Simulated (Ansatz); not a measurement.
## Cl on Cu(111): change of the work function

How does Cl on the fcc site change the work function of Cu(111) as the layer fills?

Program: Ansatz 0.2.0. Level of theory: plane-wave DFT, PBE, Ansatz PAW. Results are calculated unless marked as measured.

## Step 1: Set-up

The cell holds 4 atoms: 4 Cu. Its edges and angles: a = 2.553 Å, b = 2.553 Å, c = 24.253 Å, α = 90.0°, β = 90.0°, γ = 60.0°. Vacuum lies along c.

Structure file:

```cif
data_structure
_symmetry_space_group_name_H-M 'P 1'
_symmetry_Int_Tables_number 1
_cell_length_a 2.5527
_cell_length_b 2.5527
_cell_length_c 24.2527
_cell_angle_alpha 90.000
_cell_angle_beta 90.000
_cell_angle_gamma 60.000
_cell_volume 136.86
loop_
_atom_site_label
_atom_site_type_symbol
_atom_site_fract_x
_atom_site_fract_y
_atom_site_fract_z
_atom_site_occupancy
Cu1 Cu 0.00000 0.00000 0.37109 1
Cu2 Cu 0.33333 0.33333 0.45703 1
Cu3 Cu 0.66667 0.66667 0.54297 1
Cu4 Cu 0.00000 0.00000 0.62891 1
```

## Step 2: The clean slab

The bare slab comes first, as the zero from which every change is counted. The two lowest layers are held at bulk places and the upper ones relax. The dipole correction removes the false field that a one-sided slab makes across the periodic vacuum, so each face gets a flat vacuum level of its own.

Contents of input.yaml:

```yaml
crystal:
  lattice:
    - [2.5526554801, 0.0, 0.0]
    - [1.27632774, 2.2106644929, 0.0]
    - [0.0, 0.0, 24.2527034153]
  atoms:
    - { symbol: Cu, position: [0.0, 0.0, 0.3710926508] }
    - { symbol: Cu, position: [0.3333333333, 0.3333333333, 0.4570308836] }
    - { symbol: Cu, position: [0.6666666667, 0.6666666667, 0.5429691164] }
    - { symbol: Cu, position: [0.0, 0.0, 0.6289073492] }
kpoints:
  mp_grid: { grid: [12, 12, 1] }
hamiltonian:
  xc: pbe
scf:
  occupations: { method: fermi_dirac, width: 0.1 }
  convergence: { dr2_threshold: 1.0e-08 }
efield:
  axis: 3
  dipole_correction: true
  ramp_position: 0.97
  ramp_width: 0.06
relax:
  f_tol: 0.02
  max_steps: 60
  constraints: [{ sites: [0, 1] }]
output:
  write_potential: true
  write_density: true
  volumetric_format: npy
```

Launch:

```console
$ ansatz run input.yaml --threads 4 --pin off --max-ram 6144MiB --backend cpu --events-out ev --progress --plain --runs-dir out
```

Numbers of over 12 decimals in the logs are rounded to 6 here.

Output:

```text
Engine: ansatz 0.2.0, aarch64-unknown-linux-gnu
Pseudopotentials: kind: paw
Pseudopotential: Cu, paw, valence charge 19, recommended cutoff 420 eV (normal), Cu.paw.azcp
Functional definition: PBE
  parameter kappa = 0.804
  parameter beta = 0.066725
  exchange = pbe_x(kappa = kappa, mu = beta*pi^2/3)
  correlation = pbe_c(beta = beta)
Crystal: 4 atoms, lattice volume = 136.860 Å³
Basis set: ecut = 420 eV, 2739 PW (Γ), exchange–correlation on 36×36×360 points (8 copies of the dense FFT grid, shifted against one another)
Bands: 46, of which v1, the nominal top of the filled ones, is band 38 counted from 1 (37 counted from 0)
Symmetry: 6 space group operations
k-points: 19 of 144 (time reversal used)
Non-local potential: Cu, projectors of the file, l = 0: 3, l = 1: 2, l = 2: 3, l = 3: 1
PAW form: soft (Blöchl's): semilocal exchange-correlation on the pseudo side does not see the compensation charge
PAW one-centre angular grid: Cu, 590 points (default); XC on 64 Gauss nodes
Initial density: superposition of atomic densities (neutral atoms: chi_scale 0, normalization atom), corrected by the library's trained network
Initial wavefunctions: pseudopotential atomic-orbital guess
Functional: x = pbe(κ = 0.804, μ = 0.219515), c = pbe(β = 0.066725)
SCF iter   1: F=—  HF=-26499.782585 eV  |F-HF|=—  |Δ(HF+E_count)|=         —  Δρ=1.47e-3  dr2=6.66e-3  ethr=1.77e-3  p=0.000 e·Å  D=5.28e-14 V/Å  ΔV_dip=-0.00 eV  dr2_dipole=2.85e-8  V_vac-E_F(+/−)=4.73/4.73 eV  ⟨swp⟩=8.5  Hψ=3842  notcnv=0  defer=14
efield: sawtooth ramp at fractional position 0.9700 (set: `efield.ramp_position`, or a place that a band, a saddle search or an elastic batch's reference lends), width 0.0600; the density the first Hamiltonian is built on has a dipole p = 0.000 e·Å; the dipole correction subtracts the counter field D = 5.28e-14 V/Å, which shifts the + side's vacuum level by -0.00 eV against the − side's; the planar-averaged density in the ramp window peaks in size at 4.1e-5 e/Å³
preconditioner: auto → LDOS  [insulator: Δε(μ)=0.354 eV  Ē_g=8.430 eV  σ=0.100 eV  W_gap=0.62  n_scr=18 (ndim 8)  ℏωp=21.1 eV  f_vac=0.614  D(μ)=1.13/eV (n_scr^D=8)  ε∞_Penn≈7.2  β→1.0]
SCF iter   2: F=—  HF=-26499.789730 eV  |F-HF|=—  |Δ(HF+E_count)|=   7.15e-3  Δρ=2.64e-3  dr2=1.12e-2  ethr=8.77e-6  p=0.000 e·Å  D=7.48e-6 V/Å  ΔV_dip=-0.00 eV  dr2_dipole=6.78e-8  V_vac-E_F(+/−)=4.82/4.82 eV  ⟨swp⟩=2.9  Hψ=2151  notcnv=0  defer=27
SCF iter   3: F=—  HF=-26499.788157 eV  |F-HF|=—  |Δ(HF+E_count)|=   1.57e-3  Δρ=2.15e-3  dr2=3.58e-3  ethr=8.77e-6  p=-0.000 e·Å  D=-6.60e-6 V/Å  ΔV_dip=0.00 eV  dr2_dipole=3.87e-9  V_vac-E_F(+/−)=4.78/4.78 eV  ⟨swp⟩=2.0  Hψ=1532  notcnv=0  defer=27
SCF iter   4: F=—  HF=-26499.787332 eV  |F-HF|=—  |Δ(HF+E_count)|=   8.24e-4  Δρ=2.43e-4  dr2=1.31e-4  ethr=4.72e-6  p=-0.000 e·Å  D=-1.36e-6 V/Å  ΔV_dip=0.00 eV  dr2_dipole=1.44e-9  V_vac-E_F(+/−)=4.77/4.77 eV  ⟨swp⟩=2.0  Hψ=1282  notcnv=0  defer=27
SCF iter   5: F=—  HF=-26499.787315 eV  |F-HF|=—  |Δ(HF+E_count)|=   1.71e-5  Δρ=1.75e-4  dr2=3.18e-5  ethr=1.73e-7  p=-0.000 e·Å  D=-7.63e-8 V/Å  ΔV_dip=0.00 eV  dr2_dipole=4.91e-13  V_vac-E_F(+/−)=4.78/4.78 eV  ⟨swp⟩=2.1  Hψ=1339  notcnv=0  defer=27
SCF iter   6: F=—  HF=-26499.787332 eV  |F-HF|=—  |Δ(HF+E_count)|=   1.71e-5  Δρ=1.60e-4  dr2=2.49e-5  ethr=4.18e-8  p=0.000 e·Å  D=1.03e-7 V/Å  ΔV_dip=-0.00 eV  dr2_dipole=2.58e-12  V_vac-E_F(+/−)=4.78/4.78 eV  ⟨swp⟩=2.3  Hψ=1426  notcnv=0  defer=27
SCF iter   7: F=—  HF=-26499.787333 eV  |F-HF|=—  |Δ(HF+E_count)|=   5.61e-7  Δρ=5.82e-5  dr2=3.29e-6  ethr=3.27e-8  p=0.000 e·Å  D=6.31e-8 V/Å  ΔV_dip=-0.00 eV  dr2_dipole=1.99e-12  V_vac-E_F(+/−)=4.78/4.78 eV  ⟨swp⟩=2.3  Hψ=1131  notcnv=0  defer=27
SCF iter   8: F=—  HF=-26499.787328 eV  |F-HF|=—  |Δ(HF+E_count)|=   4.62e-6  Δρ=1.25e-5  dr2=1.97e-7  ethr=4.33e-9  p=-0.000 e·Å  D=-1.65e-8 V/Å  ΔV_dip=0.00 eV  dr2_dipole=1.97e-13  V_vac-E_F(+/−)=4.78/4.78 eV  ⟨swp⟩=2.1  Hψ=1227  notcnv=0  defer=27
SCF iter   9: F=-26499.787329 eV  HF=-26499.787329 eV  |F-HF|=4.40e-9  |Δ(HF+E_count)|=   1.91e-7  Δρ=2.14e-6  dr2=4.91e-9  ethr=1.32e-11  p=0.000 e·Å  D=1.41e-7 V/Å  ΔV_dip=-0.00 eV  dr2_dipole=3.27e-12  V_vac-E_F(+/−)=4.79/4.79 eV  ⟨swp⟩=8.3  Hψ=6785  notcnv=0
SCF 1 converged in 9 iterations: F = -26499.787329 eV  dr2 = 4.91e-9
  greatest PAW one-centre occupation: 1.000 electrons in one spin orbital (limit 2), on the Cu atom at site 3 (counted from 0), in its partial waves of l = 0
relax step   1: F+E_penalty+E_count = -26499.78732861 eV  Δ(F+E_penalty+E_count) = +0.000e0 eV  max|allowed force component| = 1.263e-2 eV/Å  Δτ_max = 0.0000 Å  (9 SCF iters, accepted)
NSCF: frozen V_eff on 19 k-points
the band table was solved once a step of the walk had ended and its energy, with any forces and stress, was formed, with the checks that follow a solve (4566 applications of the Hamiltonian). They found nothing against the state; the energy, forces and stress were not computed again (output.eigenvalues in the input reference)
WARN: The input density's exchange-correlation potential varies sharply where the density is thin. Do not read a vacuum level from v_tot or v_xc, or from such a field of the output density. On a cell that repeats whose density bears no net charge and no dipole along the vacuum's axis use v_es (v_loc + v_h of the components); under efield.dipole_correction with no amplitude use v_es + v_field, which holds any external [...]
SCF converged after 9 iterations
Free energy (F): -26499.787329 eV
Harris-Foulkes:  -26499.787329 eV  (|F-HF|=4.40e-9)
Internal energy: -26499.748950 eV  (E = F + TS)
E sigma→0 (E₀):  -26499.768139 eV
Entropy (-TS):   -0.038378 eV (-9.595 meV/atom)
Fermi energy:    2.702448 eV
Dipole field:    D = -0.000003 V/Å  (p = -0.000002 e·Å, saw-weighted, corrected)
Work function:   Φ+ = 4.7859 eV   Φ− = 4.7858 eV
Levels:          The Fermi level and band energies are counted from a zero that moves with the ramp; work functions are not
--- Per-component energies (eV) ---
  E_band       = -2495.104472
  E_kinetic    = 1198.592197
  E_local      = -181627.940557  (includes V_loc(G=0)·N_el)
  E_nonlocal   = 1563.718188
  E_hartree    = 89322.477451
  E_xc         = -355.976174
  E_vxc        = -459.154348  (∫ρ·V_xc dr)
  E_paw        = -6655.772125  (= ΣΔE_a)
  E_vpaw       = -1815.295425  (= ΣTr[D̂ρ^β])
  E_aug_tail   = 0.001085  (compensation charges beyond the density's cutoff)
  E_efield     = 0.000000  (sawtooth field / dipole correction)
  E_vefield    = 0.000000  (∫n·V_field dr)
  E_ewald      = 70055.150985
  E_smearing   = -0.038378  (= −TS)
  E_closure    = -0.000000  (closes the sum)
  Σ components = -26499.787329   (vs F -26499.787329, Δ=0.00e0)
--- Forces (eV/Å), atoms counted from 1 ---
  atom   1  Cu     0.00000000     0.00000000     0.01262860
  atom   2  Cu     0.00000000     0.00000000     0.00864278
  atom   3  Cu    -0.00000000     0.00000000    -0.00864300
  atom   4  Cu    -0.00000000    -0.00000000    -0.01263042
  max |Σ_I F_I| component: 2.04e-6 eV/Å
--- Band table (eV; the first three rows and the last of 19) ---
  k-point 0: bands = [... 34 lower, 0.7015, 0.9883, 0.9883, 1.1278, 1.1278, 1.4792, 2.4508, 6.9317, ... 4 higher]
  k-point 1: bands = [... 34 lower, 0.7069, 0.7722, 0.9591, 0.9858, 1.1309, 1.9111, 3.0010, 7.1104, ... 4 higher]
  k-point 2: bands = [... 34 lower, 0.6428, 0.7099, 0.9780, 1.1384, 1.2113, 2.6414, 4.1277, 7.6456, ... 4 higher]
  k-point 18: bands = [... 34 lower, 1.0442, 1.0505, 6.1270, 6.3749, 6.3749, 7.1516, 7.1516, 7.9011, ... 4 higher]
--- Relaxed structure (1 steps of the walk, 1 accepted, 0 SCFs on fresh bases) ---
  F+E_penalty+E_count = -26499.78732861 eV   max|allowed force component| = 1.263e-2 eV/Å
  atoms:
    - { symbol: Cu, position: [0.0, 0.0, 0.3710926508] }
    - { symbol: Cu, position: [0.333333, 0.333333, 0.4570308836] }
    - { symbol: Cu, position: [0.666667, 0.666667, 0.5429691164] }
    - { symbol: Cu, position: [0.0, 0.0, 0.6289073492] }
```

Run time: 4.4 s. Hardware: 4 threads of Arm Neoverse V1, shared host; peak memory 0.46 GiB; 17 s of CPU time.

No atom moved by 0.005 Å in the relaxation.

Numbers from this step:

```
energy at zero smearing   : -26499.7681 eV
work function, upper face : 4.786 eV
dipole along the normal   : -2.12e-6 e·Å
```

Running mean over 2.084 Å of the planar mean; the ramp of the sawtooth is left out. The electron's electrostatic potential energy less the Fermi level by z:

```tsv
z (Å)	electron's electrostatic potential energy less the Fermi level (eV)
3	4.79
4	4.79
5	4.78
6	4.73
7	4.11
8	-2.75
9	-8.54
10	-8.78
11	-8.83
12	-8.81
13	-8.82
14	-8.79
15	-8.69
16	-5.25
17	3.41
18	4.68
19	4.78
20	4.79
21	4.79
```

The work function of the upper face is 4.79 eV.

(Part 1 of 3 ends here.)

[Logs are printed without paths, hosts, clocks, repeated set-up lines and the standing remarks that a program may print on its own settings, such as how far it seeks lower states.]

[Hosts, paths, dates, database ids (printed as entryN), source tags and the programs' standing remarks are cut or masked in the printed files.]

[Maps of the electrostatic potential energy from Ansatz leave out the sawtooth potential of an applied field or a dipole correction, so their vacuum need not be flat; planar profiles and work functions include it.]
